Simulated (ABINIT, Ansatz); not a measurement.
# Tl2S (Fm-3m): zone-centre phonons, part 2 of 3

Wanted: the vibrations of Tl2S (Fm-3m) at Γ, by two programs.

ABINIT 10.8.3; DFT LDA, scalar-relativistic, plane waves, HGH norm-conserving pseudopotentials.

So far. Step 3 (Self-consistent run for the response): The cell stands at -0.23 GPa: the relaxation ran with a smoothed and higher cutoff, and the difference is a stress of the finite basis. Step 4 (Linear response at Γ): The acoustic modes at Γ come out as far as 1.3 cm⁻¹ from zero, where they should vanish, a small numerical error. The relaxed cell has a = 6.899 Å (conventional setting).

The structure was built from a prototype and need not be the compound's stable phase.

**5. Zone-centre analysis**

anaddb reads the merged derivatives and imposes the acoustic sum rule.

anaddb.abi

```
ddb_filepath "gamma_DDB"
output_file "anaddb.abo"
outdata_prefix "anaddb"
asr 1
chneut 1
enunit 2
eivec 1
nph1l 1
qph1l 0.0 0.0 0.0 1.0
```

mrgddb.in

```
gamma_DDB
merged
2
dfpt_gammao_DDB
gso_DDB
```

Command:

```console
$ mrgddb < mrgddb.in > mrgddb.log
$ OMP_NUM_THREADS=1 anaddb anaddb.abi > anaddb.log
```

anaddb.abo, the main output file:

```text
-outvars_anaddb: echo values of input variables ----------------------

 Miscellaneous information :
      enunit         2
       eivec         1
         asr         1
 First list of wavevector (reduced coord.) :
       nph1l         1
       qph1l
                     0.00000000E+00  0.00000000E+00  0.00000000E+00    1.000E+00

================================================================================

 read the DDB information and perform some checks

  ==== Info on the Cryst% object ====
 Real(R)+Recip(G) space primitive vectors, cartesian coordinates (Bohr,Bohr^-1):
 R(1)=  0.0000000  6.5187932  6.5187932  G(1)= -0.0767013  0.0767013  0.0767013
 R(2)=  6.5187932  0.0000000  6.5187932  G(2)=  0.0767013 -0.0767013  0.0767013
 R(3)=  6.5187932  6.5187932  0.0000000  G(3)=  0.0767013  0.0767013 -0.0767013
 Unit cell volume ucvol=  5.5402787E+02 bohr^3
 Angles (23,13,12)=  6.00000000E+01  6.00000000E+01  6.00000000E+01 degrees
 Time-reversal symmetry is present
 Reduced atomic positions [iatom, xred, symbol]:
    1)    0.0000000  0.0000000  0.0000000   S
    2)    0.2500000  0.2500000  0.2500000  Tl
    3)    0.7500000  0.7500000  0.7500000  Tl

 DDB file with 3 blocks has been read.

================================================================================

 Treat the first list of vectors

  Phonon wavevector (reduced coordinates) :  0.00000  0.00000  0.00000
 Phonon energies in Hartree :
   0.000000E+00  0.000000E+00  0.000000E+00  2.926064E-04  2.926064E-04
   2.926064E-04  6.150409E-04  6.150409E-04  6.150409E-04
 Phonon energies in meV     :
-  0.000000E+00  0.000000E+00  0.000000E+00  7.962226E+00  7.962226E+00
-  7.962226E+00  1.673612E+01  1.673612E+01  1.673612E+01
 Phonon frequencies in cm-1    :
-  0.000000E+00  0.000000E+00  0.000000E+00  6.421968E+01  6.421968E+01
-  6.421968E+01  1.349859E+02  1.349859E+02  1.349859E+02
 Phonon frequencies in Thz     :
-  0.000000E+00  0.000000E+00  0.000000E+00  1.925258E+00  1.925258E+00
-  1.925258E+00  4.046775E+00  4.046775E+00  4.046775E+00
 Phonon energies in Kelvin  :
-  0.000000E+00  0.000000E+00  0.000000E+00  9.239780E+01  9.239780E+01
-  9.239780E+01  1.942146E+02  1.942146E+02  1.942146E+02

 Eigendisplacements
 (will be given, for each mode : in cartesian coordinates
   for each atom the real part of the displacement vector,
   then the imaginary part of the displacement vector - absolute values smaller than 1.0d-7 are set to zero)
  Mode number    1   Energy    0.000000E+00
 Attention : low frequency mode.
   (Could be unstable or acoustic mode)
-  1  0.00000000E+00  0.00000000E+00  1.11553586E-03
-     0.00000000E+00  0.00000000E+00  0.00000000E+00
-  2  0.00000000E+00  0.00000000E+00  1.11553465E-03
-     0.00000000E+00  0.00000000E+00  0.00000000E+00
-  3  0.00000000E+00  0.00000000E+00  1.11553465E-03
-     0.00000000E+00  0.00000000E+00  0.00000000E+00
  Mode number    2   Energy    0.000000E+00
 Attention : low frequency mode.
   (Could be unstable or acoustic mode)
-  1  0.00000000E+00 -1.11553586E-03  0.00000000E+00
-     0.00000000E+00  0.00000000E+00  0.00000000E+00
-  2  0.00000000E+00 -1.11553465E-03  0.00000000E+00
-     0.00000000E+00  0.00000000E+00  0.00000000E+00
-  3  0.00000000E+00 -1.11553465E-03  0.00000000E+00
-     0.00000000E+00  0.00000000E+00  0.00000000E+00
  Mode number    3   Energy    0.000000E+00
 Attention : low frequency mode.
   (Could be unstable or acoustic mode)
-  1  1.11553586E-03  0.00000000E+00  0.00000000E+00
-     0.00000000E+00  0.00000000E+00  0.00000000E+00
-  2  1.11553465E-03  0.00000000E+00  0.00000000E+00
-     0.00000000E+00  0.00000000E+00  0.00000000E+00
-  3  1.11553465E-03  0.00000000E+00  0.00000000E+00
-     0.00000000E+00  0.00000000E+00  0.00000000E+00
  Mode number    4   Energy    2.926064E-04
-  1  0.00000000E+00  0.00000000E+00  0.00000000E+00
-     0.00000000E+00  0.00000000E+00  0.00000000E+00
-  2  0.00000000E+00  0.00000000E+00  1.15846321E-03
-     0.00000000E+00  0.00000000E+00  0.00000000E+00
-  3  0.00000000E+00  0.00000000E+00 -1.15846321E-03
-     0.00000000E+00  0.00000000E+00  0.00000000E+00
  Mode number    5   Energy    2.926064E-04
-  1  0.00000000E+00  0.00000000E+00  0.00000000E+00
-     0.00000000E+00  0.00000000E+00  0.00000000E+00
-  2  0.00000000E+00 -1.15846321E-03  0.00000000E+00
-     0.00000000E+00  0.00000000E+00  0.00000000E+00
-  3  0.00000000E+00  1.15846321E-03  0.00000000E+00
-     0.00000000E+00  0.00000000E+00  0.00000000E+00
  Mode number    6   Energy    2.926064E-04
-  1  0.00000000E+00  0.00000000E+00  0.00000000E+00
-     0.00000000E+00  0.00000000E+00  0.00000000E+00
-  2  1.15846321E-03  0.00000000E+00  0.00000000E+00
-     0.00000000E+00  0.00000000E+00  0.00000000E+00
-  3 -1.15846321E-03  0.00000000E+00  0.00000000E+00
-     0.00000000E+00  0.00000000E+00  0.00000000E+00
  Mode number    7   Energy    6.150409E-04
-  1  0.00000000E+00  0.00000000E+00 -3.98289053E-03
-     0.00000000E+00  0.00000000E+00  0.00000000E+00
-  2  0.00000000E+00  0.00000000E+00  3.12441152E-04
-     0.00000000E+00  0.00000000E+00  0.00000000E+00
-  3  0.00000000E+00  0.00000000E+00  3.12441152E-04
-     0.00000000E+00  0.00000000E+00  0.00000000E+00
  Mode number    8   Energy    6.150409E-04
-  1  0.00000000E+00  3.98289053E-03  0.00000000E+00
-     0.00000000E+00  0.00000000E+00  0.00000000E+00
-  2  0.00000000E+00 -3.12441152E-04  0.00000000E+00
-     0.00000000E+00  0.00000000E+00  0.00000000E+00
-  3  0.00000000E+00 -3.12441152E-04  0.00000000E+00
-     0.00000000E+00  0.00000000E+00  0.00000000E+00
  Mode number    9   Energy    6.150409E-04
-  1  3.98289053E-03  0.00000000E+00  0.00000000E+00
-     0.00000000E+00  0.00000000E+00  0.00000000E+00
-  2 -3.12441152E-04  0.00000000E+00  0.00000000E+00
-     0.00000000E+00  0.00000000E+00  0.00000000E+00
-  3 -3.12441152E-04  0.00000000E+00  0.00000000E+00
-     0.00000000E+00  0.00000000E+00  0.00000000E+00

 Analysis of degeneracies and characters (maximum tolerance=1.00E-06 a.u.)
 For each vibration mode, or group of modes if degenerate,
 the characters are given for each symmetry operation (see the list in the log file).
 Symmetry characters of vibration mode #   1
       degenerate with vibration modes #   2 to    3
  3.0 -3.0 -1.0  1.0 -1.0  1.0 -1.0  1.0  1.0 -1.0 -1.0  1.0  1.0 -1.0 -1.0  1.0
  0.0 -0.0 -0.0  0.0  0.0 -0.0 -0.0  0.0  1.0 -1.0 -1.0  1.0 -1.0  1.0  1.0 -1.0
  0.0 -0.0  0.0 -0.0 -0.0  0.0 -0.0  0.0  1.0 -1.0  1.0 -1.0 -1.0  1.0 -1.0  1.0
 Symmetry characters of vibration mode #   4
       degenerate with vibration modes #   5 to    6
  3.0  3.0 -1.0 -1.0 -1.0 -1.0 -1.0 -1.0  1.0  1.0 -1.0 -1.0  1.0  1.0 -1.0 -1.0
  0.0  0.0 -0.0 -0.0  0.0  0.0  0.0  0.0  1.0  1.0 -1.0 -1.0 -1.0 -1.0  1.0  1.0
 -0.0 -0.0  0.0  0.0  0.0  0.0 -0.0 -0.0  1.0  1.0  1.0  1.0 -1.0 -1.0 -1.0 -1.0
 Symmetry characters of vibration mode #   7
       degenerate with vibration modes #   8 to    9
  3.0 -3.0 -1.0  1.0 -1.0  1.0 -1.0  1.0  1.0 -1.0 -1.0  1.0  1.0 -1.0 -1.0  1.0
  0.0 -0.0  0.0 -0.0  0.0 -0.0 -0.0  0.0  1.0 -1.0 -1.0  1.0 -1.0  1.0  1.0 -1.0
 -0.0  0.0  0.0 -0.0  0.0 -0.0  0.0 -0.0  1.0 -1.0  1.0 -1.0 -1.0  1.0 -1.0  1.0
-
```

Run time: 0.5 s. Hardware: 1 thread of Arm Neoverse V1, shared host.

This step gave:

```
highest optical zone-centre mode (no LO-TO term) : 135.0 cm⁻¹
```

No LO-TO term; unit eigenvectors of the mass-weighted matrix, from anaddb's displacements. Modes at Γ, with each element's share of the kinetic energy:

| mode | frequency (cm⁻¹) | symmetry | S % | Tl % |
| --- | --- | --- | --- | --- |
| 1 | 0.0 | acoustic | 7 | 93 |
| 2 | 0.0 | acoustic | 7 | 93 |
| 3 | 0.0 | acoustic | 7 | 93 |
| 4 | 64.2 | T2g | 0 | 100 |
| 5 | 64.2 | T2g | 0 | 100 |
| 6 | 64.2 | T2g | 0 | 100 |
| 7 | 135.0 | T1u | 93 | 7 |
| 8 | 135.0 | T1u | 93 | 7 |
| 9 | 135.0 | T1u | 93 | 7 |

Displacements in mode 4 (64.2 cm⁻¹), the largest set to 1:
```
S1   0.00  0.00  0.00
Tl2  0.00  0.00  1.00
Tl3  0.00  0.00 -1.00
```

Displacements in mode 7 (135.0 cm⁻¹), the largest set to 1:
```
S1   0.00  0.00 -1.00
Tl2  0.00  0.00  0.08
Tl3  0.00  0.00  0.08
```

The rule moves no optical mode by more than 0.1 cm⁻¹.

**6. Sum rules set otherwise (asr 0)**

Without the rule the raw error of the acoustic modes shows.

anaddb.abi, as its differences from that of step 5:

```diff
@@ -3,4 +3,4 @@
 outdata_prefix "anaddb"
-asr 1
-chneut 1
+asr 0
+chneut 0
 enunit 2
```

mrgddb.in is that of step 5.

anaddb.abo, the main output file:

```text
-outvars_anaddb: echo values of input variables ----------------------

 Miscellaneous information :
      enunit         2
       eivec         1
      chneut         0
 First list of wavevector (reduced coord.) :
       nph1l         1
       qph1l
                     0.00000000E+00  0.00000000E+00  0.00000000E+00    1.000E+00

================================================================================

 read the DDB information and perform some checks

  ==== Info on the Cryst% object ====
 Real(R)+Recip(G) space primitive vectors, cartesian coordinates (Bohr,Bohr^-1):
 R(1)=  0.0000000  6.5187932  6.5187932  G(1)= -0.0767013  0.0767013  0.0767013
 R(2)=  6.5187932  0.0000000  6.5187932  G(2)=  0.0767013 -0.0767013  0.0767013
 R(3)=  6.5187932  6.5187932  0.0000000  G(3)=  0.0767013  0.0767013 -0.0767013
 Unit cell volume ucvol=  5.5402787E+02 bohr^3
 Angles (23,13,12)=  6.00000000E+01  6.00000000E+01  6.00000000E+01 degrees
 Time-reversal symmetry is present
 Reduced atomic positions [iatom, xred, symbol]:
    1)    0.0000000  0.0000000  0.0000000   S
    2)    0.2500000  0.2500000  0.2500000  Tl
    3)    0.7500000  0.7500000  0.7500000  Tl

 DDB file with 3 blocks has been read.

================================================================================

 Treat the first list of vectors

  Phonon wavevector (reduced coordinates) :  0.00000  0.00000  0.00000
 Phonon energies in Hartree :
   5.829302E-06  5.829302E-06  5.829303E-06  2.926063E-04  2.926063E-04
   2.926063E-04  6.153938E-04  6.153938E-04  6.153938E-04
 Phonon energies in meV     :
-  1.586234E-01  1.586234E-01  1.586234E-01  7.962224E+00  7.962224E+00
-  7.962224E+00  1.674572E+01  1.674572E+01  1.674572E+01
 Phonon frequencies in cm-1    :
-  1.279384E+00  1.279384E+00  1.279384E+00  6.421967E+01  6.421967E+01
-  6.421967E+01  1.350633E+02  1.350633E+02  1.350633E+02
 Phonon frequencies in Thz     :
-  3.835496E-02  3.835497E-02  3.835497E-02  1.925257E+00  1.925257E+00
-  1.925257E+00  4.049097E+00  4.049097E+00  4.049097E+00
 Phonon energies in Kelvin  :
-  1.840748E+00  1.840748E+00  1.840748E+00  9.239777E+01  9.239777E+01
-  9.239777E+01  1.943260E+02  1.943260E+02  1.943260E+02

 Eigendisplacements
 (will be given, for each mode : in cartesian coordinates
   for each atom the real part of the displacement vector,
   then the imaginary part of the displacement vector - absolute values smaller than 1.0d-7 are set to zero)
  Mode number    1   Energy    5.829302E-06
 Attention : low frequency mode.
   (Could be unstable or acoustic mode)
-  1  0.00000000E+00  0.00000000E+00 -1.11425659E-03
-     0.00000000E+00  0.00000000E+00  0.00000000E+00
-  2  0.00000000E+00  0.00000000E+00 -1.11563494E-03
-     0.00000000E+00  0.00000000E+00  0.00000000E+00
-  3  0.00000000E+00  0.00000000E+00 -1.11563494E-03
-     0.00000000E+00  0.00000000E+00  0.00000000E+00
  Mode number    2   Energy    5.829302E-06
 Attention : low frequency mode.
   (Could be unstable or acoustic mode)
-  1  0.00000000E+00  1.11425659E-03  0.00000000E+00
-     0.00000000E+00  0.00000000E+00  0.00000000E+00
-  2  0.00000000E+00  1.11563494E-03  0.00000000E+00
-     0.00000000E+00  0.00000000E+00  0.00000000E+00
-  3  0.00000000E+00  1.11563494E-03  0.00000000E+00
-     0.00000000E+00  0.00000000E+00  0.00000000E+00
  Mode number    3   Energy    5.829303E-06
 Attention : low frequency mode.
   (Could be unstable or acoustic mode)
-  1  1.11425659E-03  0.00000000E+00  0.00000000E+00
-     0.00000000E+00  0.00000000E+00  0.00000000E+00
-  2  1.11563494E-03  0.00000000E+00  0.00000000E+00
-     0.00000000E+00  0.00000000E+00  0.00000000E+00
-  3  1.11563494E-03  0.00000000E+00  0.00000000E+00
-     0.00000000E+00  0.00000000E+00  0.00000000E+00
  Mode number    4   Energy    2.926063E-04
-  1  0.00000000E+00  0.00000000E+00  0.00000000E+00
-     0.00000000E+00  0.00000000E+00  0.00000000E+00
-  2  0.00000000E+00  0.00000000E+00  1.15846321E-03
-     0.00000000E+00  0.00000000E+00  0.00000000E+00
-  3  0.00000000E+00  0.00000000E+00 -1.15846321E-03
-     0.00000000E+00  0.00000000E+00  0.00000000E+00
  Mode number    5   Energy    2.926063E-04
-  1  0.00000000E+00  0.00000000E+00  0.00000000E+00
-     0.00000000E+00  0.00000000E+00  0.00000000E+00
-  2  0.00000000E+00  1.15846321E-03  0.00000000E+00
-     0.00000000E+00  0.00000000E+00  0.00000000E+00
-  3  0.00000000E+00 -1.15846321E-03  0.00000000E+00
-     0.00000000E+00  0.00000000E+00  0.00000000E+00
  Mode number    6   Energy    2.926063E-04
-  1  0.00000000E+00  0.00000000E+00  0.00000000E+00
-     0.00000000E+00  0.00000000E+00  0.00000000E+00
-  2  1.15846321E-03  0.00000000E+00  0.00000000E+00
-     0.00000000E+00  0.00000000E+00  0.00000000E+00
-  3 -1.15846321E-03  0.00000000E+00  0.00000000E+00
-     0.00000000E+00  0.00000000E+00  0.00000000E+00
  Mode number    7   Energy    6.153938E-04
-  1  0.00000000E+00  0.00000000E+00  3.98324861E-03
-     0.00000000E+00  0.00000000E+00  0.00000000E+00
-  2  0.00000000E+00  0.00000000E+00 -3.12082851E-04
-     0.00000000E+00  0.00000000E+00  0.00000000E+00
-  3  0.00000000E+00  0.00000000E+00 -3.12082851E-04
-     0.00000000E+00  0.00000000E+00  0.00000000E+00
  Mode number    8   Energy    6.153938E-04
-  1  0.00000000E+00  3.98324861E-03  0.00000000E+00
-     0.00000000E+00  0.00000000E+00  0.00000000E+00
-  2  0.00000000E+00 -3.12082851E-04  0.00000000E+00
-     0.00000000E+00  0.00000000E+00  0.00000000E+00
-  3  0.00000000E+00 -3.12082851E-04  0.00000000E+00
-     0.00000000E+00  0.00000000E+00  0.00000000E+00
  Mode number    9   Energy    6.153938E-04
-  1  3.98324861E-03  0.00000000E+00  0.00000000E+00
-     0.00000000E+00  0.00000000E+00  0.00000000E+00
-  2 -3.12082851E-04  0.00000000E+00  0.00000000E+00
-     0.00000000E+00  0.00000000E+00  0.00000000E+00
-  3 -3.12082851E-04  0.00000000E+00  0.00000000E+00
-     0.00000000E+00  0.00000000E+00  0.00000000E+00

 Analysis of degeneracies and characters (maximum tolerance=1.00E-06 a.u.)
 For each vibration mode, or group of modes if degenerate,
 the characters are given for each symmetry operation (see the list in the log file).
 Symmetry characters of vibration mode #   1
       degenerate with vibration modes #   2 to    3
  3.0 -3.0 -1.0  1.0 -1.0  1.0 -1.0  1.0  1.0 -1.0 -1.0  1.0  1.0 -1.0 -1.0  1.0
  0.0 -0.0  0.0 -0.0 -0.0  0.0  0.0 -0.0  1.0 -1.0 -1.0  1.0 -1.0  1.0  1.0 -1.0
  0.0 -0.0 -0.0  0.0  0.0 -0.0  0.0 -0.0  1.0 -1.0  1.0 -1.0 -1.0  1.0 -1.0  1.0
 Symmetry characters of vibration mode #   4
       degenerate with vibration modes #   5 to    6
  3.0  3.0 -1.0 -1.0 -1.0 -1.0 -1.0 -1.0  1.0  1.0 -1.0 -1.0  1.0  1.0 -1.0 -1.0
 -0.0 -0.0  0.0  0.0  0.0  0.0 -0.0 -0.0  1.0  1.0 -1.0 -1.0 -1.0 -1.0  1.0  1.0
 -0.0 -0.0  0.0  0.0  0.0  0.0  0.0  0.0  1.0  1.0  1.0  1.0 -1.0 -1.0 -1.0 -1.0
 Symmetry characters of vibration mode #   7
       degenerate with vibration modes #   8 to    9
  3.0 -3.0 -1.0  1.0 -1.0  1.0 -1.0  1.0  1.0 -1.0 -1.0  1.0  1.0 -1.0 -1.0  1.0
 -0.0  0.0  0.0 -0.0 -0.0  0.0  0.0 -0.0  1.0 -1.0 -1.0  1.0 -1.0  1.0  1.0 -1.0
 -0.0  0.0 -0.0  0.0  0.0 -0.0  0.0 -0.0  1.0 -1.0  1.0 -1.0 -1.0  1.0 -1.0  1.0
-
```

Wall time 0.49 s (1 thread).

This step gave:

* highest optical zone-centre mode (no LO-TO term): 135.1 cm⁻¹

Zone-centre frequencies as printed; negative means imaginary. Modes:

| mode | frequency (cm⁻¹) |
| --- | --- |
| 1 | 1.28 |
| 2 | 1.28 |
| 3 | 1.28 |
| 4 | 64.22 |
| 5 | 64.22 |
| 6 | 64.22 |
| 7 | 135.1 |
| 8 | 135.1 |
| 9 | 135.1 |

(Continued in part 3 of 3.)

[Host names and launcher messages were left out of these logs when they were recorded.]

[Logs are printed without paths, hosts, clocks, repeated set-up lines and the standing remarks that a program may print on its own settings, such as how far it seeks lower states.]

[Hosts, paths, dates, database ids (printed as entryN), source tags and the programs' standing remarks are cut or masked in the printed files.]
